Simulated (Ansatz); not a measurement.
# BAs (F-43m): a many-body input that goes wrong, and its mend

What is wrong with this input for BAs (F-43m)?

Method: G0W0 on PBE, plane waves, PAW, in Ansatz 0.2.0.

### 1. Starting point

The structure is cubic, space group F-43m (No. 216). The conventional cell has a = 4.777 Å, b = 4.777 Å, c = 4.777 Å, α = 90.00°, β = 90.00°, γ = 90.00°. Nearest to B lie 4 As at 2.07 Å. Nearest to As lie 4 B at 2.07 Å. Farther neighbours are not listed.

The cell and positions come from the Crystallography Open Database and are kept as given unless a step says otherwise. The default PAW set here is soft_2. Its files were made with PBE.

### 2. First try

input.yaml reads:

```yaml
crystal:
  lattice:
    - [0.0, 2.3885, 2.3885]
    - [2.3885, 0.0, 2.3885]
    - [2.3885, 2.3885, 0.0]
  atoms:
    - { symbol: B, position: [0.0, 0.0, 0.0] }
    - { symbol: As, position: [0.25, 0.25, 0.25] }
kpoints:
  mp_grid: { grid: [1, 1, 1] }
hamiltonian:
  xc: pbe
scf:
  occupations: { method: fixed }
gw:
  n_empty_bands: 44
  ecut_chi: 80
  qp_bands: [v2, c2]
  qp_kpoints: band_edges
  screening: { model: contour_deformation }
```

Command:

```bash
$ ansatz run input.yaml --threads 3 --pin off --max-ram 92160MiB --backend cuda --events-out ev --progress --plain --runs-dir out --devices 1 --max-vram 13GiB  # rebuilt from the run's record
```

Numbers of over 12 decimals in the logs are rounded to 6 here.

Output:

```text
GPUs: using 1 of 1 available (devices: 1).
Engine: ansatz 0.2.0, x86_64-unknown-linux-gnu
Pseudopotentials: kind: paw
Pseudopotential: B, paw, valence charge 3, recommended cutoff 420 eV (normal), B.paw.azcp
Pseudopotential: As, paw, valence charge 15, recommended cutoff 420 eV (normal), As.paw.azcp
Functional definition: PBE
  parameter kappa = 0.804
  parameter beta = 0.066725
  exchange = pbe_x(kappa = kappa, mu = beta*pi^2/3)
  correlation = pbe_c(beta = beta)
device memory: the entry about to start is reckoned to put 0.3 GiB on a device that reports 49.7 GiB free (of which the cap on the GPU budget leaves the run 13.0 GiB)
GPU FFT provider: cuFFT
GPU libraries: cuBLAS 13.8.2, cuFFT 12.4.0, cuSOLVER 12.3.4
Crystal: 2 atoms, lattice volume = 27.252 Å³
Basis set: ecut = 420 eV, 531 PW (Γ)
Bands: 13, of which v1, the nominal top of the filled ones, is band 9 counted from 1 (8 counted from 0)
Symmetry: 24 space group operations
Space group: F-43m (ITA 216), of the structure as read, at distance tolerance 3.0e-5 Å
k-points: 1
Non-local potential: B, projectors of the file, l = 0: 2, l = 1: 2, l = 2: 1
Non-local potential: As, projectors of the file, l = 0: 2, l = 1: 2, l = 2: 3, l = 3: 1
PAW form: soft (Blöchl's): semilocal exchange-correlation on the pseudo side does not see the compensation charge
PAW one-centre angular grid: B, 110 points (default); XC on 64 Gauss nodes
PAW one-centre angular grid: As, 590 points (default); XC on 64 Gauss nodes
Initial density: superposition of atomic densities (neutral atoms: chi_scale 0, normalization atom), corrected by the library's trained network
Initial wavefunctions: pseudopotential atomic-orbital guess
GPU buffer pool allocated for 13824 grid points (all kernels)
GPU transforms: local potential and band sums: pruned to the plane-wave sphere, on 24×24×24
Functional: x = pbe(κ = 0.804, μ = 0.219515), c = pbe(β = 0.066725)
SCF iter   1: F=—  HF=-4990.373919 eV  |F-HF|=—  |Δ(HF+E_count)|=         —  Δρ=9.52e-2  dr2=2.71e0  ethr=1.77e-3  ⟨swp⟩=4.0  Hψ=60  notcnv=0  defer=1
preconditioner: auto → none  [insulator: Δε(μ)=3.280 eV  Ē_g=7.480 eV  n_scr=8 (ndim 8)  ℏωp=20.1 eV  f_vac=0.001  ε∞_Penn≈8.2]
SCF iter   2: F=—  HF=-4989.935011 eV  |F-HF|=—  |Δ(HF+E_count)|=   4.39e-1  Δρ=7.27e-2  dr2=1.78e0  ethr=1.77e-3  ⟨swp⟩=3.0  Hψ=29  notcnv=0  defer=1
SCF iter   3: F=—  HF=-4989.688110 eV  |F-HF|=—  |Δ(HF+E_count)|=   2.47e-1  Δρ=3.26e-2  dr2=3.12e-1  ethr=1.77e-3  ⟨swp⟩=3.0  Hψ=25  notcnv=0  defer=1
SCF iter   4: F=—  HF=-4989.630871 eV  |F-HF|=—  |Δ(HF+E_count)|=   5.72e-2  Δρ=1.14e-2  dr2=3.15e-2  ethr=1.73e-3  ⟨swp⟩=2.0  Hψ=16  notcnv=0  defer=1
SCF iter   5: F=—  HF=-4989.627569 eV  |F-HF|=—  |Δ(HF+E_count)|=   3.30e-3  Δρ=2.41e-3  dr2=8.50e-4  ethr=1.75e-4  ⟨swp⟩=2.0  Hψ=19  notcnv=0  defer=1
SCF iter   6: F=—  HF=-4989.628088 eV  |F-HF|=—  |Δ(HF+E_count)|=   5.19e-4  Δρ=5.06e-4  dr2=3.99e-5  ethr=4.72e-6  ⟨swp⟩=2.0  Hψ=20  notcnv=0  defer=1
SCF iter   7: F=—  HF=-4989.628106 eV  |F-HF|=—  |Δ(HF+E_count)|=   1.82e-5  Δρ=5.37e-5  dr2=3.54e-7  ethr=2.22e-7  ⟨swp⟩=2.0  Hψ=22  notcnv=0
SCF iter   8: F=-4989.628107 eV  HF=-4989.628107 eV  |F-HF|=4.58e-9  |Δ(HF+E_count)|=   2.58e-7  Δρ=4.34e-6  dr2=4.30e-9  ethr=5.56e-10  ⟨swp⟩=5.0  Hψ=53  notcnv=0
SCF 1 converged in 8 iterations: F = -4989.628107 eV  dr2 = 4.30e-9
[...]
device memory: the entry about to start is reckoned to put 0.4 GiB on a device that reports 49.7 GiB free (of which the cap on the GPU budget leaves the run 13.0 GiB)
NSCF: frozen V_eff on 1 k-points
[...]
device memory: the entry about to start is reckoned to put 0.4 GiB on a device that reports 50.3 GiB free (of which the cap on the GPU budget leaves the run 13.0 GiB)
NSCF: frozen V_eff on 1 k-points
G₀W₀ screening: q 1/1
G₀W₀ self-energy: k 1/1
device memory: the entry about to start is reckoned to put 0.3 GiB on a device that reports 51.7 GiB free (of which the cap on the GPU budget leaves the run 13.0 GiB)
NSCF: frozen V_eff on 1 k-points
device memory: the entry about to start is reckoned to put 0.3 GiB on a device that reports 53.1 GiB free (of which the cap on the GPU budget leaves the run 13.0 GiB)
NSCF: frozen V_eff on 1 k-points
device memory: the entry about to start is reckoned to put 0.3 GiB on a device that reports 53.1 GiB free (of which the cap on the GPU budget leaves the run 13.0 GiB)
NSCF: frozen V_eff on 1 k-points
device memory: the entry about to start is reckoned to put 0.3 GiB on a device that reports 53.1 GiB free (of which the cap on the GPU budget leaves the run 13.0 GiB)
NSCF: frozen V_eff on 1 k-points
device memory: the entry about to start is reckoned to put 0.3 GiB on a device that reports 53.1 GiB free (of which the cap on the GPU budget leaves the run 13.0 GiB)
NSCF: frozen V_eff on 1 k-points
SCF converged after 8 iterations
Free energy (F): -4989.628107 eV
Harris-Foulkes:  -4989.628107 eV  (|F-HF|=4.58e-9)
Internal energy: -4989.628107 eV  (E = F + TS)
E sigma→0 (E₀):  -4989.628107 eV
Fermi energy:    12.373442 eV
--- Per-component energies (eV) ---
  E_band       = -162.053183
  E_kinetic    = 189.818071
  E_local      = -1730.115702  (includes V_loc(G=0)·N_el)
  E_nonlocal   = -659.237900
  E_hartree    = 969.680329
  E_xc         = -112.471502
  E_vxc        = -119.146514  (∫ρ·V_xc dr)
  E_paw        = -1921.526410  (= ΣΔE_a)
  E_vpaw       = 217.270495  (= ΣTr[D̂ρ^β])
  E_aug_tail   = 0.000005  (compensation charges beyond the density's cutoff)
  E_ewald      = -1725.774997
  E_smearing   = -0.000000  (= −TS)
  E_closure    = 0.000000  (closes the sum)
  Σ components = -4989.628107   (vs F -4989.628107, Δ=0.00e0)
--- Band table (eV) ---
  k-point 0: bands = [... 5 lower, -3.4153, 12.3734, 12.3734, 12.3734, 15.2675, 15.2675, 15.2675, 17.1631]
--- G₀W₀: contour deformation, 6 samples at zero and on the imaginary axis and 0 off it, 1 q-point, 44 empty bands' worth ---
  eigenvalues of the whole cell's RPA ε∞ on this k-mesh (on a slab, of 1 + 4πα/V) = 114.6784, 114.6784, 114.6784; static W/v taken at q = 0 is 0.008720
  bands read: the sum over 53 bands ends inside a degenerate multiplet in 1 slot, whose members it reads at an even weight; the widest, k=0: bands 53 to 55 (counted from 1) at 1/3 each
  gw.qp_kpoints: band_edges: 1 of 1 stored k-point solved, in 1 pass; an edge of the gap read off the rows below is read off those points alone
    ik  band        ε_KS         Σx   Σc(E_QP)       V_xc       Z   E_QP_lin       E_QP  E_QP is
     0     8     12.3734   -21.4266     5.6441   -15.4158  0.7912    12.0067    12.0068  root
     0     9     12.3734   -21.4266     5.6441   -15.4158  0.7912    12.0067    12.0068  root
     0    10     15.2675    -6.0338    -7.3813   -13.1872  0.8017    15.0396    15.0395  root
     0    11     15.2675    -6.0338    -7.3813   -13.1872  0.8017    15.0396    15.0395  root
```

It took 8.3 s on 1 × NVIDIA H100 80GB HBM3 (shared by 6 runs) with 3 threads of AMD EPYC 7R13 (Zen 3), shared host; peak memory 0.94 GiB.

**Diagnosis.**

The run ended normally, though the input holds a fault or crude settings.

The fault: G0W0 on a mesh far too coarse. So few points can't sample the density or the screening, and the band edges may lie elsewhere in the zone.

It printed a gap of 3.03 eV, which is an artefact of the settings.

### 3. A better input

G0W0 replaces the xc potential by the self-energy, built once from these orbitals. Only a window of levels is corrected, while the sums run over the empty bands that the input names.

input.yaml, the sections that differ from step 2:

```yaml
kpoints:
  mp_grid: { grid: [6, 6, 6] }
gw:
  n_empty_bands: 81
  ecut_chi: 120
  qp_bands: [v2, c2]
  qp_kpoints: band_edges
  screening: { model: contour_deformation }
# crystal, hamiltonian, scf: as in step 2
```

Output:

```text
GPUs: using 1 of 1 available (devices: 1).
[...]
GPU FFT provider: cuFFT
GPU libraries: cuBLAS 13.8.2, cuFFT 12.4.0, cuSOLVER 12.3.4
Crystal: 2 atoms, lattice volume = 27.252 Å³
Basis set: ecut = 420 eV, 531 PW (Γ)
Bands: 13, of which v1, the nominal top of the filled ones, is band 9 counted from 1 (8 counted from 0)
Symmetry: 24 space group operations
[...]
k-points: 16 of 216 (time reversal used)
[...]
GPU buffer pool allocated for 13824 grid points (all kernels)
[...]
SCF iter   1: F=—  HF=-5012.081499 eV  |F-HF|=—  |Δ(HF+E_count)|=         —  Δρ=8.68e-4  dr2=1.36e-4  ethr=1.77e-3  ⟨swp⟩=4.2  Hψ=1063  notcnv=0  defer=20
[...]
SCF iter   6: F=-5012.081585 eV  HF=-5012.081585 eV  |F-HF|=4.13e-10  |Δ(HF+E_count)|=   1.78e-8  Δρ=2.47e-6  dr2=1.29e-9  ethr=1.38e-10  ⟨swp⟩=3.1  Hψ=839  notcnv=0
SCF 1 converged in 6 iterations: F = -5012.081585 eV  dr2 = 1.29e-9
[...]
0     8     11.1319   -16.4505     0.9519   -15.0505  0.7943    10.6826    10.6838  root
     0     9     11.1319   -16.4505     0.9519   -15.0505  0.7943    10.6826    10.6838  root
     0    10     14.4103    -9.1505    -4.3146   -13.8090  0.7941    14.7553    14.7542  root
     0    11     14.4103    -9.1505    -4.3146   -13.8090  0.7941    14.7553    14.7542  root
     1     8     10.4508   -16.3794     1.1397   -14.7644  0.7919     9.9741     9.9755  root
     1     9     10.4508   -16.3794     1.1397   -14.7644  0.7919     9.9741     9.9755  root
     1    10     14.4318    -9.5952    -4.5438   -14.5206  0.7898    14.8148    14.8134  root
     1    11     15.2984    -9.0525    -4.6094   -14.0341  0.7868    15.6719    15.6705  root
[...]
12     8      7.0555   -16.8511     2.4910   -13.7043  0.7652     6.3937     6.3997  root
    12     9      7.0555   -16.8511     2.4910   -13.7043  0.7652     6.3937     6.3997  root
    12    10     12.5682    -7.9415    -4.0343   -12.0336  0.8042    12.6261    12.6261  root
    12    11     12.5786    -7.6522    -4.1311   -11.9417  0.8086    12.7372    12.7370  root
[key lines of the parts left out:]
SCF converged after 6 iterations
Free energy (F): -5012.081585 eV
Fermi energy:    11.131865 eV
```

Run time: 13 s. Hardware: 1 × NVIDIA H100 80GB HBM3 (shared by 6 runs) with 3 threads; peak memory 1 GiB.

This step gave:

| Property | Result |
| --- | --- |
| bands summed | 90 |
| RPA ε∞ on this mesh (eigenvalues) | 10.60, 10.60, 10.60 |
| plane waves in the screening matrix | 65 |
| q-points in the mesh | 216 |
| G0W0 gap on the mesh | 1.872 eV |
| k of the valence top | 0, 0, 0 |
| k of the conduction bottom | 0, 0.3333, 0.3333 |
| starting gap on the mesh | 1.281 eV |
| Z at the valence top | 0.7943 |
| Z at the conduction bottom | 0.8043 |
| least direct G0W0 gap on the computed points | 4.070 eV |

The gap on the mesh goes from 1.28 eV to 1.87 eV, a correction of +0.59 eV. Between the two edge states, bare exchange in place of the xc potential would open the gap by 5.49 eV, and correlation takes back 4.90 eV.

### 4. Outcome

| Property | Result |
| --- | --- |
| first try | converged after 8.3 s |
| better run | G0W0 gap on the mesh 1.87 eV (6×6×6 mesh, 81 empty bands, screening to 120 eV) |

In words: The second run differs in: mesh, empty bands and screening cutoff (eV). Bands and cutoff are finite, so the gap is not at the basis limit. The miss can reach some tenths of an eV and take either sign; the mesh is an error of its own. The many-body steps are scalar-relativistic: spin-orbit coupling is not in them.

[Paths, hosts, dates, memory and timing lines, banners, echoed tables and standing remarks are left out of the program output.]

[Logs are printed without paths, hosts, clocks, repeated set-up lines and the standing remarks that a program may print on its own settings, such as how far it seeks lower states.]

[Runs of the session that timed out or met a known fault of the program may be left out.]

[Cells called generated may have been cut or substituted from an entry of the Crystallography Open Database or the Materials Project.]

[Hosts, paths, dates, database ids (printed as entryN), source tags and the programs' standing remarks are cut or masked in the printed files.]
